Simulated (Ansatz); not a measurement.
# O on Rh(111): change of the work function

Wanted: Δφ(θ) for O/Rh(111), starting from the fcc site.

Main program and level: Ansatz 0.2.0; plane-wave DFT, PBE, Ansatz PAW.

## 1. The starting structure

The cell holds 4 atoms: 4 Rh. Its edges and angles: a = 2.687 Å, b = 2.687 Å, c = 24.582 Å, α = 90.0°, β = 90.0°, γ = 60.0°. Vacuum lies along c.

## 2. The clean slab

The bare slab comes first, as the zero from which every change is counted. The two lowest layers are held at bulk places and the upper ones relax. The dipole correction removes the false field that a one-sided slab makes across the periodic vacuum, so each face gets a flat vacuum level of its own.

input.yaml reads:

```yaml
crystal:
  lattice:
    - [2.6870057685, 0.0, 0.0]
    - [1.3435028843, 2.3270152556, 0.0]
    - [0.0, 0.0, 24.5817930688]
  atoms:
    - { symbol: Rh, position: [0.0, 0.0, 0.3661246344] }
    - { symbol: Rh, position: [0.3333333333, 0.3333333333, 0.4553748781] }
    - { symbol: Rh, position: [0.6666666667, 0.6666666667, 0.5446251219] }
    - { symbol: Rh, position: [0.0, 0.0, 0.6338753656] }
kpoints:
  mp_grid: { grid: [12, 12, 1] }
hamiltonian:
  xc: pbe
scf:
  occupations: { method: fermi_dirac, width: 0.1 }
  convergence: { dr2_threshold: 1.0e-08 }
efield:
  axis: 3
  dipole_correction: true
  ramp_position: 0.97
  ramp_width: 0.06
relax:
  f_tol: 0.02
  max_steps: 60
  constraints: [{ sites: [0, 1] }]
output:
  write_potential: true
  write_density: true
  volumetric_format: npy
```

Started as:

```
> ansatz run input.yaml --threads 4 --pin off --max-ram 6144MiB --backend cpu --events-out ev --progress --plain --runs-dir out
```

Numbers of over 12 decimals in the logs are rounded to 6 here.

The log of the run:

```text
Engine: ansatz 0.2.0, x86_64-unknown-linux-gnu
Pseudopotentials: kind: paw
Pseudopotential: Rh, paw, valence charge 17, recommended cutoff 420 eV (normal), Rh.paw.azcp
Functional definition: PBE
  parameter kappa = 0.804
  parameter beta = 0.066725
  exchange = pbe_x(kappa = kappa, mu = beta*pi^2/3)
  correlation = pbe_c(beta = beta)
Crystal: 4 atoms, lattice volume = 153.703 Å³
Basis set: ecut = 420 eV, 3065 PW (Γ), exchange–correlation on 36×36×360 points (8 copies of the dense FFT grid, shifted against one another)
Bands: 41, of which v1, the nominal top of the filled ones, is band 34 counted from 1 (33 counted from 0)
Symmetry: 6 space group operations
k-points: 19 of 144 (time reversal used)
Non-local potential: Rh, projectors of the file, l = 0: 3, l = 1: 2, l = 2: 2, l = 3: 1
PAW form: soft (Blöchl's): semilocal exchange-correlation on the pseudo side does not see the compensation charge
PAW one-centre angular grid: Rh, 590 points (default); XC on 64 Gauss nodes
Initial density: superposition of atomic densities (neutral atoms: chi_scale 0, normalization atom), corrected by the library's trained network
Initial wavefunctions: pseudopotential atomic-orbital guess
Functional: x = pbe(κ = 0.804, μ = 0.219515), c = pbe(β = 0.066725)
SCF iter   1: F=—  HF=-25610.048055 eV  |F-HF|=—  |Δ(HF+E_count)|=         —  Δρ=3.00e-3  dr2=7.23e-3  ethr=1.77e-3  p=0.000 e·Å  D=2.32e-13 V/Å  ΔV_dip=-0.00 eV  dr2_dipole=1.99e-7  V_vac-E_F(+/−)=4.98/4.98 eV  ⟨swp⟩=8.3  Hψ=3723  notcnv=0  defer=3
efield: sawtooth ramp at fractional position 0.9700 (set: `efield.ramp_position`, or a place that a band, a saddle search or an elastic batch's reference lends), width 0.0600; the density the first Hamiltonian is built on has a dipole p = 0.000 e·Å; the dipole correction subtracts the counter field D = 2.32e-13 V/Å, which shifts the + side's vacuum level by -0.00 eV against the − side's; the planar-averaged density in the ramp window peaks in size at 3.7e-6 e/Å³
preconditioner: auto → LDOS  [metal: Δε(μ)=0.005 eV  Ē_g=5.586 eV  σ=0.100 eV  W_gap=0.01  n_scr=18 (ndim 8)  ℏωp=18.0 eV  f_vac=0.588  D(μ)=6.30/eV (n_scr^D=38)  β→1.0]
SCF iter   2: F=—  HF=-25610.050247 eV  |F-HF|=—  |Δ(HF+E_count)|=   2.19e-3  Δρ=1.42e-3  dr2=2.83e-3  ethr=1.06e-5  p=0.000 e·Å  D=2.16e-5 V/Å  ΔV_dip=-0.00 eV  dr2_dipole=2.85e-7  V_vac-E_F(+/−)=5.18/5.18 eV  ⟨swp⟩=3.2  Hψ=1977  notcnv=0  defer=5
SCF iter   3: F=—  HF=-25610.049786 eV  |F-HF|=—  |Δ(HF+E_count)|=   4.61e-4  Δρ=6.39e-4  dr2=1.01e-3  ethr=4.16e-6  p=0.000 e·Å  D=7.89e-6 V/Å  ΔV_dip=-0.00 eV  dr2_dipole=2.54e-8  V_vac-E_F(+/−)=5.16/5.16 eV  ⟨swp⟩=3.1  Hψ=1661  notcnv=0  defer=5
SCF iter   4: F=—  HF=-25610.049605 eV  |F-HF|=—  |Δ(HF+E_count)|=   1.82e-4  Δρ=2.42e-4  dr2=8.22e-5  ethr=1.49e-6  p=0.000 e·Å  D=4.70e-6 V/Å  ΔV_dip=-0.00 eV  dr2_dipole=6.12e-10  V_vac-E_F(+/−)=5.17/5.17 eV  ⟨swp⟩=2.0  Hψ=1119  notcnv=0  defer=5
SCF iter   5: F=—  HF=-25610.049588 eV  |F-HF|=—  |Δ(HF+E_count)|=   1.72e-5  Δρ=6.96e-5  dr2=8.04e-6  ethr=1.21e-7  p=0.000 e·Å  D=3.22e-6 V/Å  ΔV_dip=-0.00 eV  dr2_dipole=2.91e-10  V_vac-E_F(+/−)=5.17/5.17 eV  ⟨swp⟩=2.6  Hψ=1459  notcnv=0  defer=5
SCF iter   6: F=—  HF=-25610.049590 eV  |F-HF|=—  |Δ(HF+E_count)|=   2.33e-6  Δρ=1.34e-5  dr2=5.19e-7  ethr=1.18e-8  p=0.000 e·Å  D=1.21e-6 V/Å  ΔV_dip=-0.00 eV  dr2_dipole=1.81e-11  V_vac-E_F(+/−)=5.17/5.17 eV  ⟨swp⟩=2.1  Hψ=1256  notcnv=0  defer=5
SCF iter   7: F=—  HF=-25610.049590 eV  |F-HF|=—  |Δ(HF+E_count)|=   2.80e-7  Δρ=5.15e-6  dr2=1.24e-7  ethr=7.63e-10  p=0.000 e·Å  D=5.79e-7 V/Å  ΔV_dip=-0.00 eV  dr2_dipole=1.42e-12  V_vac-E_F(+/−)=5.17/5.17 eV  ⟨swp⟩=3.3  Hψ=1700  notcnv=0  defer=5
SCF iter   8: F=—  HF=-25610.049590 eV  |F-HF|=—  |Δ(HF+E_count)|=   5.14e-8  Δρ=1.83e-6  dr2=1.42e-8  ethr=1.82e-10  p=0.000 e·Å  D=2.15e-7 V/Å  ΔV_dip=-0.00 eV  dr2_dipole=3.50e-12  V_vac-E_F(+/−)=5.17/5.17 eV  ⟨swp⟩=2.1  Hψ=974  notcnv=0  defer=5
SCF iter   9: F=-25610.049590 eV  HF=-25610.049590 eV  |F-HF|=2.97e-9  |Δ(HF+E_count)|=   5.37e-9  Δρ=5.58e-7  dr2=7.87e-10  ethr=1.47e-11  p=0.000 e·Å  D=8.29e-8 V/Å  ΔV_dip=-0.00 eV  dr2_dipole=5.64e-13  V_vac-E_F(+/−)=5.17/5.17 eV  ⟨swp⟩=9.8  Hψ=5471  notcnv=0
SCF 1 converged in 9 iterations: F = -25610.049590 eV  dr2 = 7.87e-10
  greatest PAW one-centre occupation: 1.000 electrons in one spin orbital (limit 2), on the Rh atom at site 2 (counted from 0), in its partial waves of l = 0
relax step   1: F+E_penalty+E_count = -25610.04959025 eV  Δ(F+E_penalty+E_count) = +0.000e0 eV  max|allowed force component| = 3.499e-2 eV/Å  Δτ_max = 0.0000 Å  (9 SCF iters, accepted)
Initial density: handed on by an earlier stage of this run
Initial wavefunctions: those handed on with the density
iter 1 solved again at ethr=2.02e-5 eV; its pass at ethr=3.10e-3 eV (dr2=1.37e-2 eV) is discarded
SCF iter   1: F=—  HF=-25610.049961 eV  |F-HF|=—  |Δ(HF+E_count)|=         —  Δρ=1.41e-3  dr2=1.32e-2  ethr=2.02e-5  p=-0.000 e·Å  D=-2.02e-8 V/Å  ΔV_dip=0.00 eV  dr2_dipole=4.55e-3  V_vac-E_F(+/−)=5.17/5.17 eV  ⟨swp⟩=1.3  Hψ=2099  notcnv=0  defer=5
efield: sawtooth ramp at fractional position 0.9700 (set: `efield.ramp_position`, or a place that a band, a saddle search or an elastic batch's reference lends), width 0.0600; the density the first Hamiltonian is built on has a dipole p = -0.000 e·Å; the dipole correction subtracts the counter field D = -2.02e-8 V/Å, which shifts the + side's vacuum level by +0.00 eV against the − side's; the planar-averaged density in the ramp window peaks in size at 1.1e-6 e/Å³
preconditioner: auto → LDOS  [metal: Δε(μ)=0.011 eV  Ē_g=5.583 eV  σ=0.100 eV  W_gap=0.03  n_scr=18 (ndim 8)  ℏωp=18.0 eV  f_vac=0.589  D(μ)=6.28/eV (n_scr^D=38)  β→1.0]
SCF iter   2: F=—  HF=-25610.049815 eV  |F-HF|=—  |Δ(HF+E_count)|=   1.46e-4  Δρ=5.73e-4  dr2=4.48e-4  ethr=1.95e-5  p=-0.000 e·Å  D=-7.30e-5 V/Å  ΔV_dip=0.00 eV  dr2_dipole=6.03e-5  V_vac-E_F(+/−)=5.17/5.17 eV  ⟨swp⟩=1.3  Hψ=785  notcnv=0  defer=5
SCF iter   3: F=—  HF=-25610.049726 eV  |F-HF|=—  |Δ(HF+E_count)|=   8.93e-5  Δρ=3.44e-4  dr2=2.78e-4  ethr=6.58e-7  p=0.000 e·Å  D=3.36e-4 V/Å  ΔV_dip=-0.01 eV  dr2_dipole=5.68e-5  V_vac-E_F(+/−)=5.16/5.17 eV  ⟨swp⟩=3.8  Hψ=1937  notcnv=0  defer=5
SCF iter   4: F=—  HF=-25610.049683 eV  |F-HF|=—  |Δ(HF+E_count)|=   4.21e-5  Δρ=4.06e-5  dr2=4.96e-6  ethr=4.09e-7  p=0.000 e·Å  D=1.14e-4 V/Å  ΔV_dip=-0.00 eV  dr2_dipole=1.05e-8  V_vac-E_F(+/−)=5.17/5.17 eV  ⟨swp⟩=2.0  Hψ=1120  notcnv=0  defer=5
SCF iter   5: F=—  HF=-25610.049673 eV  |F-HF|=—  |Δ(HF+E_count)|=   1.00e-5  Δρ=1.60e-5  dr2=7.23e-7  ethr=7.30e-9  p=0.000 e·Å  D=1.16e-4 V/Å  ΔV_dip=-0.00 eV  dr2_dipole=1.36e-8  V_vac-E_F(+/−)=5.17/5.17 eV  ⟨swp⟩=3.6  Hψ=1778  notcnv=0  defer=5
SCF iter   6: F=—  HF=-25610.049674 eV  |F-HF|=—  |Δ(HF+E_count)|=   4.90e-7  Δρ=5.88e-6  dr2=1.11e-7  ethr=1.06e-9  p=0.000 e·Å  D=1.19e-4 V/Å  ΔV_dip=-0.00 eV  dr2_dipole=8.83e-9  V_vac-E_F(+/−)=5.17/5.17 eV  ⟨swp⟩=2.1  Hψ=1045  notcnv=0  defer=5
SCF iter   7: F=-25610.049674 eV  HF=-25610.049674 eV  |F-HF|=3.73e-8  |Δ(HF+E_count)|=   1.27e-7  Δρ=1.68e-6  dr2=5.89e-9  ethr=1.47e-11  p=0.000 e·Å  D=1.18e-4 V/Å  ΔV_dip=-0.00 eV  dr2_dipole=1.45e-11  V_vac-E_F(+/−)=5.17/5.17 eV  ⟨swp⟩=8.8  Hψ=6147  notcnv=0
SCF 2 converged in 7 iterations: F = -25610.049674 eV  dr2 = 5.89e-9
relax step   2: F+E_penalty+E_count = -25610.04967410 eV  Δ(F+E_penalty+E_count) = -8.384e-5 eV  max|allowed force component| = 2.244e-2 eV/Å  Δτ_max = 0.0127 Å  (7 SCF iters, accepted)
SCF iter   1: F=—  HF=-25610.049752 eV  |F-HF|=—  |Δ(HF+E_count)|=         —  Δρ=5.17e-4  dr2=1.81e-3  ethr=2.64e-5  p=0.000 e·Å  D=1.18e-4 V/Å  ΔV_dip=-0.00 eV  dr2_dipole=6.21e-4  V_vac-E_F(+/−)=5.17/5.17 eV  ⟨swp⟩=2.1  Hψ=1239  notcnv=0  defer=5
efield: sawtooth ramp at fractional position 0.9700 (set: `efield.ramp_position`, or a place that a band, a saddle search or an elastic batch's reference lends), width 0.0600; the density the first Hamiltonian is built on has a dipole p = 0.000 e·Å; the dipole correction subtracts the counter field D = 1.18e-4 V/Å, which shifts the + side's vacuum level by -0.00 eV against the − side's; the planar-averaged density in the ramp window peaks in size at 9.0e-7 e/Å³
preconditioner: auto → LDOS  [metal: Δε(μ)=0.011 eV  Ē_g=5.578 eV  σ=0.100 eV  W_gap=0.03  n_scr=18 (ndim 8)  ℏωp=18.0 eV  f_vac=0.589  D(μ)=6.28/eV (n_scr^D=38)  β→1.0]
SCF iter   2: F=—  HF=-25610.049735 eV  |F-HF|=—  |Δ(HF+E_count)|=   1.72e-5  Δρ=1.96e-4  dr2=5.12e-5  ethr=2.66e-6  p=0.000 e·Å  D=1.57e-4 V/Å  ΔV_dip=-0.00 eV  dr2_dipole=7.86e-6  V_vac-E_F(+/−)=5.17/5.17 eV  ⟨swp⟩=1.2  Hψ=936  notcnv=0  defer=5
SCF iter   3: F=—  HF=-25610.049720 eV  |F-HF|=—  |Δ(HF+E_count)|=   1.54e-5  Δρ=1.13e-4  dr2=3.33e-5  ethr=7.52e-8  p=0.000 e·Å  D=2.75e-6 V/Å  ΔV_dip=-0.00 eV  dr2_dipole=7.50e-6  V_vac-E_F(+/−)=5.17/5.17 eV  ⟨swp⟩=3.4  Hψ=1734  notcnv=0  defer=5
SCF iter   4: F=—  HF=-25610.049714 eV  |F-HF|=—  |Δ(HF+E_count)|=   5.99e-6  Δρ=1.39e-5  dr2=6.44e-7  ethr=4.89e-8  p=0.000 e·Å  D=7.60e-5 V/Å  ΔV_dip=-0.00 eV  dr2_dipole=1.25e-8  V_vac-E_F(+/−)=5.17/5.17 eV  ⟨swp⟩=2.0  Hψ=1111  notcnv=0  defer=5
SCF iter   5: F=—  HF=-25610.049722 eV  |F-HF|=—  |Δ(HF+E_count)|=   7.88e-6  Δρ=5.63e-6  dr2=9.32e-8  ethr=9.48e-10  p=0.000 e·Å  D=7.48e-5 V/Å  ΔV_dip=-0.00 eV  dr2_dipole=3.86e-9  V_vac-E_F(+/−)=5.17/5.17 eV  ⟨swp⟩=3.6  Hψ=1647  notcnv=0  defer=5
SCF iter   6: F=—  HF=-25610.049722 eV  |F-HF|=—  |Δ(HF+E_count)|=   1.30e-7  Δρ=1.95e-6  dr2=1.18e-8  ethr=1.37e-10  p=0.000 e·Å  D=7.30e-5 V/Å  ΔV_dip=-0.00 eV  dr2_dipole=7.76e-10  V_vac-E_F(+/−)=5.17/5.17 eV  ⟨swp⟩=2.2  Hψ=1084  notcnv=0  defer=5
SCF iter   7: F=-25610.049722 eV  HF=-25610.049722 eV  |F-HF|=9.61e-9  |Δ(HF+E_count)|=   1.96e-8  Δρ=6.12e-7  dr2=1.00e-9  ethr=1.47e-11  p=0.000 e·Å  D=7.30e-5 V/Å  ΔV_dip=-0.00 eV  dr2_dipole=4.94e-13  V_vac-E_F(+/−)=5.17/5.17 eV  ⟨swp⟩=9.8  Hψ=5442  notcnv=0
SCF 3 converged in 7 iterations: F = -25610.049722 eV  dr2 = 1.00e-9
relax step   3: F+E_penalty+E_count = -25610.04972167 eV  Δ(F+E_penalty+E_count) = -4.757e-5 eV  max|allowed force component| = 3.972e-4 eV/Å  Δτ_max = 0.0047 Å  (7 SCF iters, accepted)
NSCF: frozen V_eff on 19 k-points
the band table was solved once a step of the walk had ended and its energy, with any forces and stress, was formed, with the checks that follow a solve (3905 applications of the Hamiltonian). They found nothing against the state; the energy, forces and stress were not computed again (output.eigenvalues in the input reference)
WARN: The output density's exchange-correlation potential varies sharply where the density is thin. Do not read a vacuum level from v_tot or v_xc, or from such a field of the output density. On a cell that repeats whose density bears no net charge and no dipole along the vacuum's axis use v_es (v_loc + v_h of the components); under efield.dipole_correction with no amplitude use v_es + v_field, which holds any externa [...]
SCF converged after 7 iterations
Free energy (F): -25610.049722 eV
Harris-Foulkes:  -25610.049722 eV  (|F-HF|=9.61e-9)
Internal energy: -25609.837670 eV  (E = F + TS)
E sigma→0 (E₀):  -25609.943696 eV
Entropy (-TS):   -0.212052 eV (-53.013 meV/atom)
Fermi energy:    4.706112 eV
Dipole field:    D = 0.000072 V/Å  (p = 0.000061 e·Å, saw-weighted, corrected)
Work function:   Φ+ = 5.1674 eV   Φ− = 5.1692 eV
Levels:          The Fermi level and band energies are counted from a zero that moves with the ramp; work functions are not
--- Per-component energies (eV) ---
  E_band       = -1526.571699
  E_kinetic    = 2290.090188
  E_local      = -122491.004430  (includes V_loc(G=0)·N_el)
  E_nonlocal   = 1421.302649
  E_hartree    = 59724.728139
  E_xc         = -884.908046
  E_vxc        = -1110.509522  (∫ρ·V_xc dr)
  E_paw        = -14348.611590  (= ΣΔE_a)
  E_vpaw       = -1085.912724  (= ΣTr[D̂ρ^β])
  E_aug_tail   = 0.003404  (compensation charges beyond the density's cutoff)
  E_efield     = 0.000000  (sawtooth field / dipole correction)
  E_vefield    = 0.000014  (∫n·V_field dr)
  E_ewald      = 48678.562015
  E_smearing   = -0.212052  (= −TS)
  E_closure    = 0.000000  (closes the sum)
  Σ components = -25610.049722   (vs F -25610.049722, Δ=0.00e0)
--- Forces (eV/Å), atoms counted from 1 ---
  atom   1  Rh    -0.00000000     0.00000000     0.03097931
  atom   2  Rh     0.00000000    -0.00000000    -0.03084746
  atom   3  Rh    -0.00000000     0.00000000    -0.00039719
  atom   4  Rh     0.00000000    -0.00000000     0.00027316
  max |Σ_I F_I| component: 7.81e-6 eV/Å
--- Band table (eV; the first three rows and the last of 19) ---
  k-point 0: bands = [... 30 lower, 2.7526, 3.6994, 3.6994, 3.9980, 3.9980, 4.7099, 4.7099, 4.8205, ... 3 higher]
  k-point 1: bands = [... 30 lower, 2.5536, 3.5756, 3.5774, 3.8488, 4.0260, 4.1381, 4.5315, 4.7073, ... 3 higher]
  k-point 2: bands = [... 30 lower, 2.9651, 3.0842, 3.3252, 3.5013, 3.8110, 4.0323, 4.6964, 5.0882, ... 3 higher]
  k-point 18: bands = [... 30 lower, 3.6443, 3.6486, 4.5244, 4.8653, 4.9521, 4.9529, 11.6585, 11.8523, ... 3 higher]
--- Relaxed structure (3 steps of the walk, 3 accepted, 0 SCFs on fresh bases) ---
  F+E_penalty+E_count = -25610.04972167 eV   max|allowed force component| = 3.972e-4 eV/Å
  atoms:
    - { symbol: Rh, position: [0.0, 0.0, 0.3661246344] }
    - { symbol: Rh, position: [0.333333, 0.333333, 0.455375] }
    - { symbol: Rh, position: [0.666667, 0.666667, 0.544472] }
    - { symbol: Rh, position: [0, 0, 0.633551] }
```

Run time: 6.6 s. Hardware: 4 threads of Intel Xeon Platinum 8488C (Sapphire Rapids), shared host; peak memory 0.54 GiB; 22 s of CPU time.

The steps of the relaxation:

```tsv
step	energy less that of the first step (eV)	largest force component (eV/Å)
1	0.0000	0.0350
2	-0.0001	0.0224
3	-0.0001	0.0004
```

The run keeps the 6 symmetry operations that it works with, so distortions that break them were not tested.

Final coordinates:

```xyz
4
Lattice="2.6870 0.0000 0.0000 1.3435 2.3270 0.0000 0.0000 0.0000 24.5818" Properties=species:S:1:pos:R:3
Rh    0.0000    0.0000    9.0000
Rh    1.3435    0.7757   11.1939
Rh    2.6870    1.5513   13.3841
Rh    0.0000    0.0000   15.5738
```

Numbers from this step:

```yaml
energy_at_zero_smearing: -25609.9437 eV
work_function_upper_face: 5.167 eV
dipole_along_the_normal: 6.11e-5 e·Å
```

Running mean over 2.194 Å of the planar mean; the ramp of the sawtooth is left out. Table of electron's electrostatic potential energy less the Fermi level by z:

```tsv
z (Å)	electron's electrostatic potential energy less the Fermi level (eV)
3.5	5.17
4.0	5.17
4.5	5.17
5.0	5.16
5.5	5.15
6.0	5.10
6.5	4.90
7.0	4.16
7.5	0.989
8.0	-5.57
8.5	-11.0
9.0	-12.7
9.5	-13.0
10.0	-13.1
10.5	-13.1
11.0	-13.2
11.5	-13.3
12.0	-13.3
12.5	-13.3
13.0	-13.3
13.5	-13.2
14.0	-13.2
14.5	-13.1
15.0	-13.0
15.5	-12.8
16.0	-11.5
16.5	-6.58
17.0	0.143
17.5	3.93
18.0	4.85
18.5	5.08
19.0	5.14
19.5	5.16
20.0	5.17
20.5	5.17
21.0	5.17
21.5	5.17
```

The relaxation took 3 steps and lowered the energy by 1.3e-4 eV; the largest force on the free atoms ends at 4.0e-4 eV/Å.

The work function of the upper face is 5.17 eV.

(Part 1 of 3 ends here.)

[Logs are printed without paths, hosts, clocks, repeated set-up lines and the standing remarks that a program may print on its own settings, such as how far it seeks lower states.]

[Hosts, paths, dates, database ids (printed as entryN), source tags and the programs' standing remarks are cut or masked in the printed files.]

[Maps of the electrostatic potential energy from Ansatz leave out the sawtooth potential of an applied field or a dipole correction, so their vacuum need not be flat; planar profiles and work functions include it.]
